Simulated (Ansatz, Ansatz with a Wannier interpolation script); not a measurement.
Rows from a G0W0 calculation on MoS2 (P6_3/mmc) (Ansatz 0.2.0; G0W0 on PBEsol, plane waves, PAW; 6×6×2 mesh, 447 empty bands, screening to 150 eV), in eV. Spin-orbit coupling is left out.

The database entry behind the starting cell differs from later determinations by our own check (about 0.3 % long), so it need not match the best structure at ambient conditions.

```csv
row,Σx,Σc,Vxc,Z
A,-14.47,-4.43,-19.29,0.73
B,-13.28,-3.93,-17.54,0.75
C,-19.77,1.17,-18.58,0.73
D,-19.68,0.44,-19.18,0.74
E,-18.49,1.92,-16.11,0.75
F,-13.74,-4.39,-18.49,0.74
```

**Question.** Which rows are filled states and which are empty ones, and how can one tell?

Filled: C, D and E. Empty: A, B and F. The sign of Σc tells: for a filled state bare exchange, which holds its interaction with itself, lies below Vxc (Σx − Vxc is -0.5 eV or lower here) and screening gives part back as a positive Σc. For an empty state Σx lies above Vxc (+4.3 eV or more) and the Coulomb hole leaves Σc negative.

[Paths, hosts, dates, memory and timing lines, banners, echoed tables and standing remarks are left out of the program output.]

[Logs are printed without paths, hosts, clocks, repeated set-up lines and the standing remarks that a program may print on its own settings, such as how far it seeks lower states.]

[Runs of the session that timed out or met a known fault of the program may be left out.]

[Hosts, paths, dates, database ids (printed as entryN), source tags and the programs' standing remarks are cut or masked in the printed files.]
